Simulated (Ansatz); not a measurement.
**Phonon transport in BAs (F-43m)**

Wanted: κ(T), lifetimes and mean free paths for BAs.

Experimental results on record:
- thermal conductivity 1160 W/m/K near room temperature (given in “Boron isotope effect on the thermal conductivity of boron arsenide single crystals”, 2019, arxiv:1910.02152)
- thermal conductivity 1000 W/m/K near room temperature (given in “Thermal expansion coefficient and lattice anharmonicity of cubic boron arsenide”, 2019, arxiv:1903.01668)

Program: Ansatz 0.2.0. Level of theory: DFT LDA, scalar-relativistic, plane waves, PAW; PAW set soft_1. Results are calculated unless marked as measured.

### 1. Starting point

The structure is cubic, space group F-43m (No. 216). Conventional cell: a = 4.777 Å, b = 4.777 Å, c = 4.777 Å, α = 90.00°, β = 90.00°, γ = 90.00°. Nearest to B lie 4 As at 2.07 Å. Nearest to As lie 4 B at 2.07 Å. Farther neighbours are not listed.

### 2. Probe on a coarse mesh

Before spending time, one coarse run tells the gap and the pressure of the starting cell.

Contents of input.yaml:

```yaml
crystal:
  lattice:
    - [0.0, 2.3885, 2.3885]
    - [2.3885, 0.0, 2.3885]
    - [2.3885, 2.3885, 0.0]
  atoms:
    - { symbol: B, position: [0.0, 0.0, 0.0] }
    - { symbol: As, position: [0.25, 0.25, 0.25] }
kpoints:
  mp_grid: { grid: [6, 6, 6] }
hamiltonian:
  xc: lda
  pseudopotentials: { kind: paw, azcp: { folder: soft_1 }, xc_functional: pbe }
scf:
  occupations: { method: gaussian, width: 0.1 }
  lower_state_search: "off"
output:
  forces: true
  stress: true
  eigenvalues: true
```

Started as:

```sh
$ ansatz run input.yaml --threads 18 --pin off --max-ram 92160MiB --backend cuda --events-out ev --progress --plain --runs-dir out --max-vram 78GiB
```

Numbers of over 12 decimals in the logs are rounded to 6 here.

The log of the run:

```text
Engine: ansatz 0.2.0, aarch64-unknown-linux-gnu
Pseudopotentials: kind: paw
Pseudopotential: B, paw, valence charge 3, recommended cutoff 420 eV (normal), soft_1/B.paw.azcp
Pseudopotential: As, paw, valence charge 15, recommended cutoff 420 eV (normal), soft_1/As.paw.azcp
Functional definition: SPW92
  exchange = slater_x
  correlation = pw_c
device memory: the entry about to start is reckoned to put 0.6 GiB on a device that reports 170.3 GiB free (of which the cap on the GPU budget leaves the run 78.0 GiB)
GPU FFT provider: cuFFT
GPU libraries: cuBLAS 13.8.1, cuFFT 12.4.0, cuSOLVER 12.3.2
GPU matrix products: emulated (plane waves: as basis.precision tells), large ones in fixed point in workspaces of 1.00 GiB
Crystal: 2 atoms, lattice volume = 27.252 Å³
Basis set: ecut = 420 eV, 531 PW (Γ)
Bands: 13, of which v1, the nominal top of the filled ones, is band 9 counted from 1 (8 counted from 0)
Symmetry: 24 space group operations
Space group: F-43m (ITA 216), of the structure as read, at distance tolerance 3.0e-5 Å
k-points: 16 of 216 (time reversal used)
Non-local potential: B, projectors of the file, l = 0: 2, l = 1: 2, l = 2: 1
Non-local potential: As, projectors of the file, l = 0: 2, l = 1: 2, l = 2: 3, l = 3: 1
PAW form: soft (Blöchl's): semilocal exchange-correlation on the pseudo side does not see the compensation charge
PAW frozen core: B, regenerated for the run's functional, and the local potential with it (the file was generated under x = pbe(κ = 0.804, μ = 0.219515), c = pbe(β = 0.066725))
PAW frozen core: As, regenerated for the run's functional, and the local potential with it (the file was generated under x = pbe(κ = 0.804, μ = 0.219515), c = pbe(β = 0.066725))
PAW one-centre angular grid: B, 110 points (default); XC on 64 Gauss nodes
PAW one-centre angular grid: As, 590 points (default); XC on 64 Gauss nodes
Initial density: superposition of atomic densities (chi_scale 0.1, normalization cell, long waves kept (reshape's long-wave potential 0.00 eV rms))
Initial wavefunctions: pseudopotential atomic-orbital guess
GPU buffer pool allocated for 13824 grid points (all kernels)
GPU transforms: local potential and band sums: pruned to the plane-wave sphere, on 24×24×24
Functional: x = slater, c = lda
SCF iter   1: F=—  HF=-4924.163022 eV  |F-HF|=—  |Δ(HF+E_count)|=         —  Δρ=7.52e-2  dr2=1.99e0  ethr=3.10e-3  ⟨swp⟩=4.8  Hψ=1131  notcnv=0
preconditioner: auto → none  [insulator: Δε(μ)=1.845 eV  Ē_g=12.427 eV  σ=0.100 eV  W_gap=1.00  n_scr=8 (ndim 8)  ℏωp=20.1 eV  f_vac=0.000  D(μ)=0.00/eV (n_scr^D=0)  ε∞_Penn≈3.6]
SCF iter   2: F=—  HF=-4923.554606 eV  |F-HF|=—  |Δ(HF+E_count)|=   6.08e-1  Δρ=2.51e-2  dr2=1.53e-1  ethr=3.10e-3  ⟨swp⟩=2.8  Hψ=478  notcnv=0
SCF iter   3: F=—  HF=-4923.511330 eV  |F-HF|=—  |Δ(HF+E_count)|=   4.33e-2  Δρ=1.02e-2  dr2=1.95e-2  ethr=8.51e-4  ⟨swp⟩=2.2  Hψ=347  notcnv=0
SCF iter   4: F=—  HF=-4923.507672 eV  |F-HF|=—  |Δ(HF+E_count)|=   3.66e-3  Δρ=4.31e-3  dr2=3.98e-3  ethr=1.08e-4  ⟨swp⟩=2.8  Hψ=483  notcnv=0
SCF iter   5: F=—  HF=-4923.506399 eV  |F-HF|=—  |Δ(HF+E_count)|=   1.27e-3  Δρ=1.04e-3  dr2=1.95e-4  ethr=2.21e-5  ⟨swp⟩=2.2  Hψ=355  notcnv=0
SCF iter   6: F=—  HF=-4923.506371 eV  |F-HF|=—  |Δ(HF+E_count)|=   2.84e-5  Δρ=1.28e-4  dr2=2.34e-6  ethr=1.08e-6  ⟨swp⟩=2.4  Hψ=352  notcnv=0
SCF iter   7: F=—  HF=-4923.506392 eV  |F-HF|=—  |Δ(HF+E_count)|=   2.18e-5  Δρ=6.77e-6  dr2=7.97e-9  ethr=5.56e-10  ⟨swp⟩=4.1  Hψ=1076  notcnv=0
SCF iter   8: F=-4923.506392 eV  HF=-4923.506392 eV  |F-HF|=1.82e-11  |Δ(HF+E_count)|=   1.49e-9  Δρ=3.72e-7  dr2=2.69e-11  ethr=4.43e-11  ⟨swp⟩=2.0  Hψ=637  notcnv=0
SCF 1 converged in 8 iterations: F = -4923.506392 eV  dr2 = 2.69e-11
  greatest PAW one-centre occupation: 0.999 electrons in one spin orbital (limit 2), on the As atom at site 1 (counted from 0), in its partial waves of l = 2
SCF converged after 8 iterations
Free energy (F): -4923.506392 eV
Harris-Foulkes:  -4923.506392 eV  (|F-HF|=1.82e-11)
Internal energy: -4923.506392 eV  (E = F + TS)
E sigma→0 (E₀):  -4923.506392 eV
Fermi energy:    11.030928 eV
--- Per-component energies (eV) ---
  E_band       = -223.931915
  E_kinetic    = 147.411376
  E_local      = -1962.038732  (includes V_loc(G=0)·N_el)
  E_nonlocal   = -380.089817
  E_hartree    = 1103.164614
  E_xc         = -102.999673
  E_vxc        = -112.753863  (∫ρ·V_xc dr)
  E_paw        = -2005.300224  (= ΣΔE_a)
  E_vpaw       = -122.789992  (= ΣTr[D̂ρ^β])
  E_aug_tail   = -0.000001  (compensation charges beyond the density's cutoff)
  E_ewald      = -1725.774997
  E_core_change = 2.121063  (= ΣΔE_core)
  E_smearing   = -0.000000  (= −TS)
  E_closure    = 0.000000  (closes the sum)
  Σ components = -4923.506392   (vs F -4923.506392, Δ=0.00e0)
--- Forces (eV/Å), atoms counted from 1 ---
  atom   1  B      0.00000000    -0.00000000    -0.00000000
  atom   2  As     0.00000000    -0.00000000    -0.00000000
  max |Σ_I F_I| component: 5.30e-16 eV/Å
--- Stress (GPa, compression-positive) ---
       -3.930237       0.000000      -0.000000
       -0.000000      -3.930237       0.000000
       -0.000000       0.000000      -3.930237
  P = ⅓ Tr σ = -3.9302 GPa (-39.302 kbar)
--- Band table (eV; the first three rows and the last of 16) ---
  k-point 0: bands = [... 5 lower, -4.9721, 10.4195, 10.4195, 10.4195, 13.6693, 13.6693, 13.6693, 15.0634]
  k-point 1: bands = [... 5 lower, -4.5214, 7.4717, 9.7394, 9.7394, 13.6790, 14.5532, 14.5532, 17.0115]
  k-point 2: bands = [... 5 lower, -3.2636, 3.7041, 8.9082, 8.9082, 13.2552, 15.2228, 15.2228, 18.9712]
  k-point 15: bands = [... 5 lower, -0.7422, 2.3431, 5.2646, 5.4578, 14.1740, 14.3180, 19.0363, 19.2022]
```

The job ended after 0.77 s (1 × NVIDIA GB200 with 18 threads of Arm Neoverse V2, shared host; peak memory 1.1 GiB).

A gap read on the k-mesh alone can miss the band edges.

Numbers from this step:

```
pressure          : -3.930 GPa
gap on the k-mesh : 1.228 eV
volume per atom   : 13.63 Å³/atom
```

The start is under -3.9 GPa at this level and looks like an insulator or semiconductor on this mesh.

### 3. Finding the static equilibrium

The vibrations must be taken about the equilibrium of this functional, not about the starting cell, so the structure is relaxed.

input.yaml, the sections that differ from step 2:

```yaml
kpoints:
  mp_grid: { grid: [10, 10, 10] }
scf:
  occupations: { method: gaussian, width: 0.02 }
  lower_state_search: "off"
relax:
  adjacent_minimum: "off"
  f_tol: 0.005
  max_steps: 80
  cell: { stress_tol: 0.05 }
# crystal, hamiltonian, output: as in step 2
```

The log of the run:

```text
[...]
Crystal: 2 atoms, lattice volume = 27.252 Å³
Basis set: ecut = 420 eV, 531 PW (Γ)
Bands: 13, of which v1, the nominal top of the filled ones, is band 9 counted from 1 (8 counted from 0)
Symmetry: 24 space group operations
[...]
k-points: 47 of 1000 (time reversal used)
[...]
SCF iter   1: F=—  HF=-4924.176078 eV  |F-HF|=—  |Δ(HF+E_count)|=         —  Δρ=7.48e-2  dr2=1.97e0  ethr=3.10e-3  ⟨swp⟩=5.4  Hψ=3412  notcnv=0
[...]
SCF iter   2: F=—  HF=-4923.572563 eV  |F-HF|=—  |Δ(HF+E_count)|=   6.04e-1  Δρ=2.49e-2  dr2=1.50e-1  ethr=3.10e-3  ⟨swp⟩=2.9  Hψ=1395  notcnv=0
[...]
SCF iter   8: F=-4923.525253 eV  HF=-4923.525253 eV  |F-HF|=4.55e-12  |Δ(HF+E_count)|=   2.46e-9  Δρ=3.29e-7  dr2=1.79e-11  ethr=2.70e-11  ⟨swp⟩=2.0  Hψ=1651  notcnv=0
SCF 1 converged in 8 iterations: F = -4923.525253 eV  dr2 = 1.79e-11
[...]
relax step   1: F+E_penalty+E_count = -4923.52525330 eV  Δ(F+E_penalty+E_count) = +0.000e0 eV  max|allowed force component| = 2.897e-16 eV/Å  Δτ_max = 0.0000 Å  P = -3.962 GPa  Ω = 27.252 Å³  (8 SCF iters, dr2 threshold 1.00e-7 eV, accepted)
[...]
Crystal: 2 atoms, lattice volume = 26.690 Å³
[...]
iter 1 solved again at ethr=2.43e-5 eV; its pass at ethr=3.10e-3 eV (dr2=4.38e-3 eV) is discarded
[...]
SCF iter   2: F=—  HF=-4923.534605 eV  |F-HF|=—  |Δ(HF+E_count)|=   1.43e-3  Δρ=7.98e-4  dr2=2.14e-4  ethr=2.43e-5  ⟨swp⟩=2.0  Hψ=954  notcnv=0
[...]
SCF iter   5: F=-4923.534555 eV  HF=-4923.534555 eV  |F-HF|=2.13e-8  |Δ(HF+E_count)|=   4.92e-7  Δρ=1.74e-5  dr2=5.12e-8  ethr=1.11e-9  ⟨swp⟩=5.4  Hψ=2925  notcnv=0
SCF 2 converged in 5 iterations: F = -4923.534555 eV  dr2 = 5.12e-8
relax step   2: F+E_penalty+E_count = -4923.53455473 eV  Δ(F+E_penalty+E_count) = -9.301e-3 eV  max|allowed force component| = 6.708e-17 eV/Å  Δτ_max = 0.0000 Å  P = -1.101 GPa  Ω = 26.690 Å³  energy of the carried Pulay correction = +3.259e-4 eV  (5 SCF iters, dr2 threshold 2.00e-7 eV, accepted)
[...]
Crystal: 2 atoms, lattice volume = 26.480 Å³
[...]
SCF iter   5: F=-4923.535372 eV  HF=-4923.535372 eV  |F-HF|=3.21e-9  |Δ(HF+E_count)|=   9.55e-8  Δρ=7.48e-6  dr2=1.00e-8  ethr=1.11e-9  ⟨swp⟩=5.0  Hψ=2849  notcnv=0
SCF 3 converged in 5 iterations: F = -4923.535372 eV  dr2 = 1.00e-8
relax step   3: F+E_penalty+E_count = -4923.53537246 eV  Δ(F+E_penalty+E_count) = -8.177e-4 eV  max|allowed force component| = 2.891e-17 eV/Å  Δτ_max = 0.0000 Å  P = +0.050 GPa  Ω = 26.480 Å³  energy of the carried Pulay correction = +4.495e-4 eV  (5 SCF iters, dr2 threshold 2.00e-7 eV, accepted)
[...]
SCF iter   1: F=—  HF=-4923.534962 eV  |F-HF|=—  |Δ(HF+E_count)|=         —  Δρ=5.09e-5  dr2=1.06e-7  ethr=2.47e-8  ⟨swp⟩=3.1  Hψ=5206  notcnv=0
[...]
SCF iter   2: F=—  HF=-4923.534962 eV  |F-HF|=—  |Δ(HF+E_count)|=   2.92e-8  Δρ=2.61e-5  dr2=3.33e-8  ethr=5.91e-10  ⟨swp⟩=2.0  Hψ=931  notcnv=0
[...]
SCF iter   5: F=-4923.534962 eV  HF=-4923.534962 eV  |F-HF|=4.55e-12  |Δ(HF+E_count)|=  5.82e-11  Δρ=2.75e-7  dr2=3.30e-12  ethr=1.00e-12  ⟨swp⟩=5.3  Hψ=2295  notcnv=0
SCF 4 converged in 5 iterations: F = -4923.534962 eV  dr2 = 3.30e-12
relax step   4: F+E_penalty+E_count = -4923.53496194 eV  Δ(F+E_penalty+E_count) = +4.105e-4 eV  max|allowed force component| = 1.110e-16 eV/Å  Δτ_max = 0.0000 Å  P = +0.030 GPa  Ω = 26.480 Å³  stress off target by 3.05e-2 GPa  SCF on the basis re-selected at this cell (its energy is not comparable with the rows above)  (5 SCF iters)
basis re-selected at this cell: Δ(F+E_penalty+E_count) = +4.105e-4 eV, ΔP = -0.019 GPa vs the last step (what re-selecting the basis moved, of the pressure what is left beyond the Pulay correction that the steps carried, after the strain that the cell walked since its last selection, with what the two solves' SCF thresholds leave and, on support functions, any second-order correction that the steps lacked; it is no m [...]
SCF converged after 5 iterations
Free energy (F): -4923.534962 eV
[...]
Internal energy: -4923.534962 eV  (E = F + TS)
E sigma→0 (E₀):  -4923.534962 eV
Fermi energy:    11.416130 eV
[...]
--- Stress (GPa, compression-positive) ---
        0.030482       0.000000       0.000000
        0.000000       0.030482       0.000000
       -0.000000       0.000000       0.030482
  P = ⅓ Tr σ = 0.0305 GPa (0.305 kbar)
--- Band table (eV; the first three rows and the last of 47) ---
  k-point 0: bands = [... 5 lower, -4.7887, 10.8638, 10.8638, 10.8638, 14.1535, 14.1535, 14.1535, 15.8767]
  k-point 1: bands = [... 5 lower, -4.6210, 9.4565, 10.5528, 10.5528, 14.3424, 14.5618, 14.5618, 16.6913]
  k-point 2: bands = [... 5 lower, -4.1257, 7.0528, 9.9637, 9.9637, 14.1777, 15.2925, 15.2925, 18.2135]
  k-point 46: bands = [... 5 lower, -0.3715, 2.7436, 5.3306, 5.5883, 15.3778, 15.7239, 18.8422, 18.8445]
--- Relaxed structure (3 steps of the walk, 3 accepted, 1 SCFs on fresh bases) ---
  F+E_penalty+E_count = -4923.53496194 eV   max|allowed force component| = 1.110e-16 eV/Å   (the final SCF, on the basis selected at the relaxed cell)
  cell:  # Å, volume = 26.4799 Å³
    - [0, 2.365713, 2.365713]
    - [2.365713, 0, 2.365713]
    - [2.365713, 2.365713, 0]
  atoms:
    - { symbol: B, position: [0, 0, 0] }
    - { symbol: As, position: [0.25, 0.25, 0.25] }
```

Run time: 2 s. Hardware: 1 × NVIDIA GB200 with 18 threads; peak memory 1.1 GiB; 5 s of CPU time.

Relaxation path:

```tsv
step	energy less that of the first step (eV)	largest force component (eV/Å)	pressure (GPa)	volume (Å³)
1	0.0000	0.0000	-3.96	27.25
2	-0.0093	0.0000	-1.10	26.69
3	-0.0101	0.0000	0.05	26.48
4*	-0.0097	0.0000	0.03	26.48
```

Relaxation steps marked * repeat the geometry before them on a plane-wave basis chosen anew for their cell, so energy and pressure can jump there.

The run keeps the 24 symmetry operations that it works with, so distortions that break them were not tested.

```tsv
conventional cell, symmetrised	before	after	change
a (Å)	4.777	4.731	-1.0 %
b (Å)	4.777	4.731	-1.0 %
c (Å)	4.777	4.731	-1.0 %
volume (Å³/atom)	13.63	13.24	-2.8 %
```

Final coordinates:

```xyz
2
Lattice="0.0000 2.3657 2.3657 2.3657 0.0000 2.3657 2.3657 2.3657 0.0000" Properties=species:S:1:pos:R:3 pbc="T T T"
B     0.0000    0.0000    0.0000
As    1.1829    1.1829    1.1829
```

This step gave:

```yaml
pressure: 0.03048 GPa
gap_on_the_k_mesh: 1.105 eV
volume_per_atom: 13.24 Å³/atom
```

The relaxation ends with a pressure of 0.03 GPa.

### 4. Tight relaxation

The thresholds are tightened for a last relaxation ahead of the phonons, and where mesh or smearing change with them the cell follows.

input.yaml, the sections that differ from step 3:

```yaml
crystal:
  lattice:
    - [0.0, 2.3657126893, 2.3657126893]
    - [2.3657126893, 0.0, 2.3657126893]
    - [2.3657126893, 2.3657126893, 0.0]
  atoms:
    - { symbol: B, position: [0.0, 0.0, 0.0] }
    - { symbol: As, position: [0.25, 0.25, 0.25] }
kpoints:
  mp_grid: { grid: [12, 12, 12] }
scf:
  occupations: { method: fixed }
  lower_state_search: "off"
relax:
  adjacent_minimum: "off"
  f_tol: 0.001
  max_steps: 60
  cell: { stress_tol: 0.01 }
# hamiltonian, output: as in step 3
```

The log of the run:

```text
[...]
GPU FFT provider: cuFFT
GPU libraries: cuBLAS 13.8.1, cuFFT 12.4.0, cuSOLVER 12.3.2
[...]
Crystal: 2 atoms, lattice volume = 26.480 Å³
Basis set: ecut = 420 eV, 531 PW (Γ)
Bands: 13, of which v1, the nominal top of the filled ones, is band 9 counted from 1 (8 counted from 0)
Symmetry: 24 space group operations
[...]
k-point 71: bands = [... 5 lower, -0.3559, 2.8085, 5.1897, 5.4934, 16.0706, 16.8735, 17.6338, 18.0903]
--- Relaxed structure (2 steps of the walk, 2 accepted, 1 SCFs on fresh bases) ---
[...]
cell:  # Å, volume = 26.4839 Å³
    - [0, 2.365831, 2.365831]
    - [2.365831, 0, 2.365831]
    - [2.365831, 2.365831, 0]
  atoms:
    - { symbol: B, position: [0, 0, 0] }
    - { symbol: As, position: [0.250000, 0.250000, 0.250000] }
[key lines of the parts left out:]
SCF converged after 5 iterations
Free energy (F): -4923.535284 eV
Fermi energy:    10.861210 eV
P = ⅓ Tr σ = 0.0091 GPa (0.091 kbar)
```

Run time: 1.8 s. Hardware: 1 × NVIDIA GB200 with 18 threads; peak memory 1.1 GiB.

Little changed from the start: no atom moved by 0.005 Å and no cell edge by 0.1 %.

Numbers from this step:

| Quantity | Value |
| --- | --- |
| pressure | 0.009108 GPa |
| gap on the k-mesh | 1.111 eV |

The residual pressure is 0.0091 GPa, small enough for phonons.

### 5. An input with a fault

This input was changed on purpose, to see how the program answers.

Contents of input.yaml:

```yaml
crystal:
  lattice:
    - [0.0, 2.3658309701, 2.3658309701]
    - [2.3658309701, 0.0, 2.3658309701]
    - [2.3658309701, 2.3658309701, 0.0]
  atoms:
    - { symbol: B, position: [0.0, 0.0, 0.0] }
    - { symbol: As, position: [0.25, 0.25, 0.25] }
kpoints:
  mp_grid: { grid: [10, 10, 10] }
hamiltonian:
  xc: lda
  pseudopotentials: { kind: paw, azcp: { folder: soft_1 }, xc_functional: pbe }
scf:
  occupations: { method: fixed }
  lower_state_search: "off"
  max_iter: 80
output:
  eigenvalues: true
phonons:
  supercell: [2, 2, 2]
  dielectric: false
  third_order: { supercell: [2, 2, 2], pair_cutoff: 2.199 }
  lattice_thermal_conductivity:
    qmesh: [11, 11, 11]
    temperatures: [300]
    isotope_mass_variance: [{ species: As, variance: 0.0 }, { species: B, variance: 0.001354 }]
    delta_function: { method: gaussian }
```

The log of the run:

```text
Error: invalid value for `phonons.lattice_thermal_conductivity.delta_function.standard_deviation`: required by method: gaussian — the width has no default, since the result must be converged in it; set standard_deviation (e.g. 0.4 meV), or use method: tetrahedron, which has no width
```

It took 0.02 s on 18 threads; peak memory 0.035 GiB.

The input was rejected at the start.

The program's message: “Error: invalid value for `phonons.lattice_thermal_conductivity.delta_function.standard_deviation`: required by method: gaussian — the width has no default, since the result must be converged in it; se …”

The fault put into the input: a Gaussian without its width.

(Continued in part 2 of 2.)

[Logs are printed without paths, hosts, clocks, repeated set-up lines and the standing remarks that a program may print on its own settings, such as how far it seeks lower states.]

[Hosts, paths, dates, database ids (printed as entryN), source tags and the programs' standing remarks are cut or masked in the printed files.]

[A step with changed settings may run another functional than the one named; its input shows which.]
